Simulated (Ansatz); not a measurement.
# MgTiS3 in P4/mbm, a phase reached by a soft mode: following an unstable mode, part 2 of 3

Aim: this structure of MgTiS3 in P4/mbm, a phase reached by a soft mode is to be tested for unstable modes, and one is followed downhill.

Ansatz 0.2.0; DFT PBE, scalar-relativistic, plane waves, PAW; PAW set soft_1.

So far. Step 4 (The mode frozen in, largest atomic shift 0.6 Å): The run ends at a pressure of 1.01 GPa, with forces up to 0.52 eV/Å. Step 5 (Energy along the mode, all amplitudes (two of the runs …): The lowest of the steps tried is the last one, at 0.6 Å, 23.8 meV/atom below the parent; the bottom of the well need not coincide with a step.

The structure was built from a prototype and need not be the compound's stable phase.

### Step 6. Relaxing from the distorted cell

Starting from the lowest point found, all atoms and the cell are let go, so that strain and other modes of the same symmetry can join in.

input.yaml reads:

```yaml
crystal:
  lattice:
    - [6.5197936479, 0.0, 0.0]
    - [0.0, 6.5197936479, 0.0]
    - [0.0, 0.0, 4.5982480715]
  atoms:
    - { symbol: Mg, position: [0.5067929458, -0.0067929458, 0.0] }
    - { symbol: Mg, position: [0.0650732357, 0.4349267643, 0.0] }
    - { symbol: Ti, position: [0.004954454, -0.0073216199, 0.5] }
    - { symbol: Ti, position: [0.5073216199, 0.495045546, 0.5] }
    - { symbol: S, position: [0.8291303073, 0.3527504383, 0.5] }
    - { symbol: S, position: [0.1472495617, 0.6708696927, 0.5] }
    - { symbol: S, position: [0.3493796142, 0.1506203858, 0.5] }
    - { symbol: S, position: [0.6674988686, 0.8325011314, 0.5] }
    - { symbol: S, position: [-0.0026144152, 0.0634551147, 0.0] }
    - { symbol: S, position: [0.4365448853, 0.5026144152, 0.0] }
kpoints:
  mp_grid: { grid: [6, 6, 8] }
hamiltonian:
  xc: pbe
  pseudopotentials: { kind: paw, azcp: { folder: soft_1 } }
scf:
  occupations: { method: methfessel_paxton, width: 0.2 }
output:
  forces: true
  stress: true
  eigenvalues: true
relax:
  adjacent_minimum: "off"
  f_tol: 0.002
  max_steps: 120
  cell: { stress_tol: 0.03 }
```

Started as:

```
$ ansatz run input.yaml --threads 4 --pin off --max-ram 16384MiB --backend cpu --events-out ev --progress --plain --runs-dir out
```

Numbers of over 12 decimals in the logs are rounded to 6 here.

What it wrote:

```text
[...]
Crystal: 10 atoms, lattice volume = 195.461 Å³
Basis set: ecut = 420 eV, 3859 PW (Γ), exchange–correlation on 90×90×64 points (8 copies of the dense FFT grid, shifted against one another)
Bands: 50, of which v1, the nominal top of the filled ones, is band 40 counted from 1 (39 counted from 0)
Symmetry: 4 space group operations
[...]
k-points: 65 of 288 (time reversal used)
[...]
SCF iter   1: F=—  HF=-14271.355746 eV  |F-HF|=—  |Δ(HF+E_count)|=         —  Δρ=5.53e-2  dr2=1.17e1  ethr=3.10e-3  ⟨swp⟩=7.1  Hψ=14097  notcnv=0
[...]
SCF iter  11: F=-14269.926091 eV  HF=-14269.926091 eV  |F-HF|=1.85e-8  |Δ(HF+E_count)|=   1.67e-8  S|Δr|=    0.00e0  Δρ=3.16e-6  dr2=5.21e-8  ethr=1.25e-10  ⟨swp⟩=12.6  Hψ=15838  notcnv=0
SCF 1 converged in 11 iterations: F = -14269.926091 eV  dr2 = 5.21e-8
[...]
relax step   1: F+E_penalty+E_count = -14269.92609131 eV  Δ(F+E_penalty+E_count) = +0.000e0 eV  max|allowed force component| = 3.649e-1 eV/Å  Δτ_max = 0.0000 Å  P = +1.009 GPa  Ω = 195.461 Å³  (11 SCF iters, dr2 threshold 1.00e-7 eV, accepted)
Crystal: 10 atoms, lattice volume = 197.808 Å³
Basis set: ecut = 420 eV, 3891 PW (Γ), exchange–correlation on 90×90×64 points (8 copies of the dense FFT grid, shifted against one another)
[...]
iter 1 solved again at ethr=6.61e-5 eV; its pass at ethr=3.10e-3 eV (dr2=5.29e-2 eV) is discarded
[...]
SCF iter   7: F=-14269.995551 eV  HF=-14269.995551 eV  |F-HF|=1.21e-7  |Δ(HF+E_count)|=   1.12e-6  S|Δr|=    0.00e0  Δρ=9.94e-6  dr2=4.00e-7  ethr=1.25e-9  ⟨swp⟩=8.2  Hψ=14765  notcnv=0
SCF 2 converged in 7 iterations: F = -14269.995551 eV  dr2 = 4.00e-7
relax step   2: F+E_penalty+E_count = -14269.99555130 eV  Δ(F+E_penalty+E_count) = -6.946e-2 eV  max|allowed force component| = 2.717e-1 eV/Å  Δτ_max = 0.0977 Å  P = +0.022 GPa  Ω = 197.808 Å³  energy of the carried Pulay correction = -3.005e-4 eV  (7 SCF iters, dr2 threshold 1.00e-6 eV, accepted)
Crystal: 10 atoms, lattice volume = 199.018 Å³
Basis set: ecut = 420 eV, 3919 PW (Γ), exchange–correlation on 90×90×64 points (8 copies of the dense FFT grid, shifted against one another)
[...]
SCF iter   7: F=-14270.059242 eV  HF=-14270.059243 eV  |F-HF|=1.95e-7  |Δ(HF+E_count)|=   6.50e-8  S|Δr|=    0.00e0  Δρ=1.20e-5  dr2=8.00e-7  ethr=1.25e-9  ⟨swp⟩=6.7  Hψ=16689  notcnv=0
SCF 3 converged in 7 iterations: F = -14270.059242 eV  dr2 = 8.00e-7
relax step   3: F+E_penalty+E_count = -14270.05924248 eV  Δ(F+E_penalty+E_count) = -6.369e-2 eV  max|allowed force component| = 2.196e-1 eV/Å  Δτ_max = 0.1864 Å  P = -0.447 GPa  Ω = 199.018 Å³  energy of the carried Pulay correction = -4.540e-4 eV  (7 SCF iters, dr2 threshold 1.00e-6 eV, accepted)
[... from here on, the SCF cycles and remarks between the steps are left out ...]
relax step   4: F+E_penalty+E_count = -14270.09622819 eV  Δ(F+E_penalty+E_count) = -3.699e-2 eV  max|allowed force component| = 2.247e-1 eV/Å  Δτ_max = 0.1233 Å  P = -0.028 GPa  Ω = 199.624 Å³  energy of the carried Pulay correction = -5.305e-4 eV  (7 SCF iters, dr2 threshold 1.00e-6 eV, accepted)
relax step   5: F+E_penalty+E_count = -14270.14808218 eV  Δ(F+E_penalty+E_count) = -5.185e-2 eV  max|allowed force component| = 1.507e-1 eV/Å  Δτ_max = 0.0839 Å  P = +0.250 GPa  Ω = 201.828 Å³  energy of the carried Pulay correction = -8.068e-4 eV  (7 SCF iters, dr2 threshold 1.00e-6 eV, accepted)
relax step   6: F+E_penalty+E_count = -14270.21184760 eV  Δ(F+E_penalty+E_count) = -6.377e-2 eV  max|allowed force component| = 3.306e-1 eV/Å  Δτ_max = 0.0970 Å  P = -0.200 GPa  Ω = 207.574 Å³  energy of the carried Pulay correction = -1.513e-3 eV  (8 SCF iters, dr2 threshold 1.00e-6 eV, accepted)
relax step   7: F+E_penalty+E_count = -14270.22582448 eV  Δ(F+E_penalty+E_count) = -1.398e-2 eV  max|allowed force component| = 7.079e-1 eV/Å  Δτ_max = 0.0844 Å  P = +0.264 GPa  Ω = 211.192 Å³  energy of the carried Pulay correction = -1.948e-3 eV  (8 SCF iters, dr2 threshold 1.00e-6 eV, accepted)
relax step   8: F+E_penalty+E_count = -14270.27087782 eV  Δ(F+E_penalty+E_count) = -4.505e-2 eV  max|allowed force component| = 3.769e-1 eV/Å  Δτ_max = 0.1089 Å  P = +0.137 GPa  Ω = 209.563 Å³  energy of the carried Pulay correction = -1.753e-3 eV  (8 SCF iters, dr2 threshold 1.00e-6 eV, accepted)
relax step   9: F+E_penalty+E_count = -14270.33097320 eV  Δ(F+E_penalty+E_count) = -6.010e-2 eV  max|allowed force component| = 2.285e-1 eV/Å  Δτ_max = 0.0624 Å  P = -0.248 GPa  Ω = 210.358 Å³  energy of the carried Pulay correction = -1.848e-3 eV  (7 SCF iters, dr2 threshold 1.00e-6 eV, accepted)
relax step  10: F+E_penalty+E_count = -14270.40538562 eV  Δ(F+E_penalty+E_count) = -7.441e-2 eV  max|allowed force component| = 2.914e-1 eV/Å  Δτ_max = 0.1163 Å  P = -0.535 GPa  Ω = 209.695 Å³  energy of the carried Pulay correction = -1.769e-3 eV  (9 SCF iters, dr2 threshold 1.00e-6 eV, accepted)
relax step  11: F+E_penalty+E_count = -14270.41678985 eV  Δ(F+E_penalty+E_count) = -1.140e-2 eV  max|allowed force component| = 1.589e-1 eV/Å  Δτ_max = 0.0447 Å  P = +0.125 GPa  Ω = 207.859 Å³  energy of the carried Pulay correction = -1.548e-3 eV  (6 SCF iters, dr2 threshold 1.00e-6 eV, accepted)
relax step  12: F+E_penalty+E_count = -14270.42188646 eV  Δ(F+E_penalty+E_count) = -5.097e-3 eV  max|allowed force component| = 2.787e-2 eV/Å  Δτ_max = 0.0411 Å  P = -0.002 GPa  Ω = 208.797 Å³  energy of the carried Pulay correction = -1.661e-3 eV  (7 SCF iters, dr2 threshold 1.00e-6 eV, accepted)
relax step  13: F+E_penalty+E_count = -14270.42256118 eV  Δ(F+E_penalty+E_count) = -6.747e-4 eV  max|allowed force component| = 1.216e-2 eV/Å  Δτ_max = 0.0126 Å  P = +0.014 GPa  Ω = 208.499 Å³  energy of the carried Pulay correction = -1.625e-3 eV  (7 SCF iters, dr2 threshold 4.85e-8 eV, accepted)
relax step  14: F+E_penalty+E_count = -14270.42263150 eV  Δ(F+E_penalty+E_count) = -7.033e-5 eV  max|allowed force component| = 7.639e-3 eV/Å  Δτ_max = 0.0062 Å  P = +0.014 GPa  Ω = 208.533 Å³  energy of the carried Pulay correction = -1.629e-3 eV  (7 SCF iters, dr2 threshold 9.24e-9 eV, accepted)
relax step  15: F+E_penalty+E_count = -14270.42266039 eV  Δ(F+E_penalty+E_count) = -2.889e-5 eV  max|allowed force component| = 1.442e-3 eV/Å  Δτ_max = 0.0026 Å  P = -0.005 GPa  Ω = 208.577 Å³  energy of the carried Pulay correction = -1.634e-3 eV  (7 SCF iters, dr2 threshold 3.65e-9 eV, accepted)
relax step  16: F+E_penalty+E_count = -14270.47844369 eV  Δ(F+E_penalty+E_count) = -5.578e-2 eV  max|allowed force component| = 4.650e-3 eV/Å  Δτ_max = 0.0000 Å  P = +0.374 GPa  Ω = 208.577 Å³  stress off target by 1.00e0 GPa  SCF on the basis re-selected at this cell (its energy is not comparable with the rows above)  (10 SCF iters)
relax step  17: F+E_penalty+E_count = -14270.48898578 eV  Δ(F+E_penalty+E_count) = -1.054e-2 eV  max|allowed force component| = 3.601e-2 eV/Å  Δτ_max = 0.0154 Å  P = +0.123 GPa  Ω = 209.850 Å³  energy of the carried Pulay correction = -1.371e-4 eV  (6 SCF iters, dr2 threshold 1.00e-6 eV, accepted)
relax step  18: F+E_penalty+E_count = -14270.49254321 eV  Δ(F+E_penalty+E_count) = -3.557e-3 eV  max|allowed force component| = 3.477e-2 eV/Å  Δτ_max = 0.0163 Å  P = +0.050 GPa  Ω = 210.149 Å³  energy of the carried Pulay correction = -1.655e-4 eV  (6 SCF iters, dr2 threshold 5.26e-7 eV, accepted)
relax step  19: F+E_penalty+E_count = -14270.49306653 eV  Δ(F+E_penalty+E_count) = -5.233e-4 eV  max|allowed force component| = 1.859e-2 eV/Å  Δτ_max = 0.0081 Å  P = -0.029 GPa  Ω = 210.355 Å³  energy of the carried Pulay correction = -1.880e-4 eV  (6 SCF iters, dr2 threshold 7.56e-8 eV, accepted)
relax step  20: F+E_penalty+E_count = -14270.49322730 eV  Δ(F+E_penalty+E_count) = -1.608e-4 eV  max|allowed force component| = 8.398e-3 eV/Å  Δτ_max = 0.0053 Å  P = -0.012 GPa  Ω = 210.225 Å³  energy of the carried Pulay correction = -1.735e-4 eV  (7 SCF iters, dr2 threshold 2.16e-8 eV, accepted)
relax step  21: F+E_penalty+E_count = -14270.49323670 eV  Δ(F+E_penalty+E_count) = -9.405e-6 eV  max|allowed force component| = 8.237e-3 eV/Å  Δτ_max = 0.0034 Å  P = +0.024 GPa  Ω = 210.145 Å³  energy of the carried Pulay correction = -1.639e-4 eV  (7 SCF iters, dr2 threshold 4.41e-9 eV, rejected (line search))
relax step  22: F+E_penalty+E_count = -14270.49325812 eV  Δ(F+E_penalty+E_count) = -3.083e-5 eV  max|allowed force component| = 4.960e-4 eV/Å  Δτ_max = 0.0014 Å  P = -0.002 GPa  Ω = 210.191 Å³  energy of the carried Pulay correction = -1.693e-4 eV  (8 SCF iters, accepted)
[...]
SCF iter   7: F=-14270.493421 eV  HF=-14270.493421 eV  |F-HF|=7.28e-12  |Δ(HF+E_count)|=  1.06e-10  S|Δr|=    0.00e0  Δρ=5.21e-8  dr2=7.39e-12  ethr=1.00e-12  ⟨swp⟩=5.9  Hψ=13189  notcnv=0
SCF 23 converged in 7 iterations: F = -14270.493421 eV  dr2 = 7.39e-12
relax step  23: F+E_penalty+E_count = -14270.49342131 eV  Δ(F+E_penalty+E_count) = -1.632e-4 eV  max|allowed force component| = 4.922e-4 eV/Å  Δτ_max = 0.0000 Å  P = -0.003 GPa  Ω = 210.191 Å³  stress off target by 4.04e-3 GPa  SCF on the basis re-selected at this cell (its energy is not comparable with the rows above)  (7 SCF iters)
[...]
SCF converged after 7 iterations
[...]
Free energy (F): -14270.493421 eV
[...]
Internal energy: -14270.520273 eV  (E = F + TS)
E sigma→0 (E₀):  -14270.500134 eV
Entropy (-TS):   0.026851 eV (2.685 meV/atom)
Fermi energy:    6.967088 eV
[...]
--- Forces (eV/Å), atoms counted from 1 ---
  atom   1  Mg     0.00049241    -0.00049241     0.00000000
  atom   2  Mg    -0.00022515     0.00022515     0.00000000
  atom   3  Ti    -0.00035021    -0.00001974     0.00000000
  atom   4  Ti     0.00001974     0.00035021     0.00000000
  atom   5  S     -0.00033267     0.00027222     0.00000000
  atom   6  S     -0.00027222     0.00033267     0.00000000
  atom   7  S      0.00008764    -0.00008764     0.00000000
  atom   8  S      0.00020618    -0.00020618     0.00000000
  atom   9  S     -0.00008231    -0.00045839     0.00000000
  atom  10  S      0.00045839     0.00008231     0.00000000
  max |Σ_I F_I| component: 1.80e-6 eV/Å
--- Stress (GPa, compression-positive) ---
       -0.002707      -0.000946       0.000000
       -0.000946      -0.002707      -0.000000
        0.000000      -0.000000      -0.004036
  P = ⅓ Tr σ = -0.0032 GPa (-0.032 kbar)
--- Band table (eV; the first three rows and the last of 65) ---
  k-point 0: bands = [... 36 lower, 4.9635, 5.0634, 5.2566, 6.2402, 6.9554, 7.3773, 7.8006, 7.8145, ... 6 higher]
  k-point 1: bands = [... 36 lower, 4.8177, 4.9071, 5.4014, 6.0859, 7.0675, 7.3594, 7.7745, 7.9556, ... 6 higher]
  k-point 2: bands = [... 36 lower, 4.7795, 4.8130, 5.4530, 5.8743, 7.2821, 7.2962, 7.5910, 7.6790, ... 6 higher]
  k-point 64: bands = [... 36 lower, 4.3213, 4.7002, 4.8369, 5.4081, 7.1302, 7.1526, 7.2673, 7.5004, ... 6 higher]
--- Relaxed structure (21 steps of the walk, 20 accepted, 2 SCFs on fresh bases) ---
  F+E_penalty+E_count = -14270.49342131 eV   max|allowed force component| = 4.922e-4 eV/Å   (the final SCF, on the basis selected at the relaxed cell)
  cell:  # Å, volume = 210.1911 Å³
    - [7.346172, -0.836004, 0.0]
    - [-0.836004, 7.346172, 0.0]
    - [0.0, 0.0, 3.945966]
  atoms:
    - { symbol: Mg, position: [0.542769, -0.042769, 0.0] }
    - { symbol: Mg, position: [0.014708, 0.485292, 0.0] }
    - { symbol: Ti, position: [0.039516, -0.030216, 0.500000] }
    - { symbol: Ti, position: [0.530216, 0.460484, 0.500000] }
    - { symbol: S, position: [0.796111, 0.369021, 0.500000] }
    - { symbol: S, position: [0.130979, 0.703889, 0.500000] }
    - { symbol: S, position: [0.382992, 0.117008, 0.500000] }
    - { symbol: S, position: [0.690793, 0.809207, 0.500000] }
    - { symbol: S, position: [0.0051254, 0.121878, 0.0] }
    - { symbol: S, position: [0.378122, 0.494875, 0.0] }
```

Run time: 7.6 min. Hardware: 4 threads of Arm Neoverse V1, shared host; peak memory 0.93 GiB; 30 min of CPU time.

The steps of the relaxation (22 of 23):

```
step  energy less that of the first step (eV)  largest force component (eV/Å)  pressure (GPa)  volume (Å³)
   1                                   0.0000                          0.3649            1.01       195.46
   2                                  -0.0695                          0.2717            0.02       197.81
   3                                  -0.1332                          0.2196           -0.45       199.02
   4                                  -0.1701                          0.2247           -0.03       199.62
   5                                  -0.2220                          0.1507            0.25       201.83
   6                                  -0.2858                          0.3306           -0.20       207.57
   7                                  -0.2997                          0.7079            0.26       211.19
   8                                  -0.3448                          0.3770            0.14       209.56
   9                                  -0.4049                          0.2285           -0.25       210.36
  10                                  -0.4793                          0.2914           -0.53       209.70
  11                                  -0.4907                          0.1589            0.12       207.86
  13                                  -0.4965                          0.0122            0.01       208.50
  14                                  -0.4965                          0.0076            0.01       208.53
  15                                  -0.4966                          0.0014            0.00       208.58
 16*                                  -0.5524                          0.0046            0.37       208.58
  17                                  -0.5629                          0.0360            0.12       209.85
  18                                  -0.5665                          0.0348            0.05       210.15
  19                                  -0.5670                          0.0186           -0.03       210.35
  20                                  -0.5671                          0.0084           -0.01       210.22
  21                                  -0.5671                          0.0082            0.02       210.15
  22                                  -0.5672                          0.0005            0.00       210.19
 23*                                  -0.5673                          0.0005            0.00       210.19
```

Relaxation steps marked * repeat the geometry before them on a plane-wave basis chosen anew for their cell, so energy and pressure can jump there. Other such steps can lie between the rows shown. Relaxation step 21 was tried and not accepted.

Forces are held to the 4 operations that the run works with; a distortion that breaks them can't arise in this run.

```
     cell as run  before   after   change
           a (Å)   6.520   7.394  +13.4 %
           b (Å)   6.520   7.394  +13.4 %
           c (Å)   4.598   3.946  -14.2 %
           γ (°)   90.00  102.98  +14.4 %
volume (Å³/atom)   19.55   21.02   +7.5 %
```

The atoms that moved most (Å, as changes of fractional coordinates times the final cell):

```
atom      dx      dy     dz  length
 Mg2  -0.412   0.412  0.000   0.583
  S9   0.008   0.423  0.000   0.423
 S10  -0.423  -0.008  0.000   0.423
 Mg1   0.294  -0.294  0.000   0.416
  S7   0.275  -0.275  0.000   0.389
 Ti4   0.197  -0.273  0.000   0.337
 Ti3   0.273  -0.197  0.000   0.337
  S5  -0.256   0.147  0.000   0.295
```

This step gave:

* pressure: -0.003150 GPa
* volume per atom: 21.02 Å³
* gap on the k-mesh: 0 eV

The distorted start has space group Amm2; the relaxation ends in Amm2.

### Step 7. The new phase in its own primitive cell

The relaxed structure is symmetrised, reduced to its primitive cell and relaxed tightly, as its phonons need.

input.yaml reads:

```yaml
crystal:
  lattice:
    - [3.9459657978, 0.0, 0.0]
    - [0.0, 4.6033838911, 5.7856723644]
    - [0.0, -4.6033838911, 5.7856723644]
  atoms:
    - { symbol: Mg, position: [0.0, 0.0427688685, 0.0427688685] }
    - { symbol: Mg, position: [0.0, 0.5147076688, 0.5147076688] }
    - { symbol: Ti, position: [0.5, 0.5395158552, 0.0302163839] }
    - { symbol: Ti, position: [0.5, 0.0302163839, 0.5395158552] }
    - { symbol: S, position: [0.5, 0.2961113163, 0.6309787846] }
    - { symbol: S, position: [0.5, 0.6309787846, 0.2961113163] }
    - { symbol: S, position: [0.5, 0.8829919025, 0.8829919025] }
    - { symbol: S, position: [0.5, 0.1907930702, 0.1907930702] }
    - { symbol: S, position: [0.0, 0.5051254018, 0.8781218253] }
    - { symbol: S, position: [0.0, 0.8781218253, 0.5051254018] }
kpoints:
  mp_grid: { grid: [10, 6, 6] }
hamiltonian:
  xc: pbe
  pseudopotentials: { kind: paw, azcp: { folder: soft_1 } }
scf:
  occupations: { method: methfessel_paxton, width: 0.2 }
output:
  forces: true
  stress: true
  eigenvalues: true
relax:
  adjacent_minimum: "off"
  f_tol: 0.001
  max_steps: 60
  cell: { stress_tol: 0.01 }
```

What it wrote:

```text
[...]
Crystal: 10 atoms, lattice volume = 210.191 Å³
Basis set: ecut = 420 eV, 4113 PW (Γ), exchange–correlation on 54×100×100 points (8 copies of the dense FFT grid, shifted against one another)
Bands: 50, of which v1, the nominal top of the filled ones, is band 40 counted from 1 (39 counted from 0)
Symmetry: 4 space group operations
[...]
- { symbol: Ti, position: [0.500000, 0.030216, 0.539516] }
    - { symbol: S, position: [0.500000, 0.2961113163, 0.6309787846] }
    - { symbol: S, position: [0.500000, 0.6309787846, 0.2961113163] }
    - { symbol: S, position: [0.500000, 0.8829919025, 0.8829919025] }
    - { symbol: S, position: [0.500000, 0.1907930702, 0.1907930702] }
    - { symbol: S, position: [0.0, 0.5051254018, 0.8781218253] }
    - { symbol: S, position: [0.0, 0.8781218253, 0.5051254018] }
[key lines of the parts left out:]
SCF converged after 8 iterations
Free energy (F): -14270.493271 eV
Fermi energy:    6.967777 eV
P = ⅓ Tr σ = -0.0021 GPa (-0.021 kbar)
```

Wall time 57 s (4 threads); peak memory 0.92 GiB.

Little changed from the start: no atom moved by 0.005 Å and no cell edge by 0.1 %.

This step gave:

```yaml
pressure: -0.002087 GPa
```

The largest force component left is 0.63 meV/Å and the pressure is -0.002 GPa, within the tolerances set. The cell now holds 21.02 Å³/atom.

[end of part 2 of 3]

[Logs are printed without paths, hosts, clocks, repeated set-up lines and the standing remarks that a program may print on its own settings, such as how far it seeks lower states.]

[Hosts, paths, dates, database ids (printed as entryN), source tags and the programs' standing remarks are cut or masked in the printed files.]
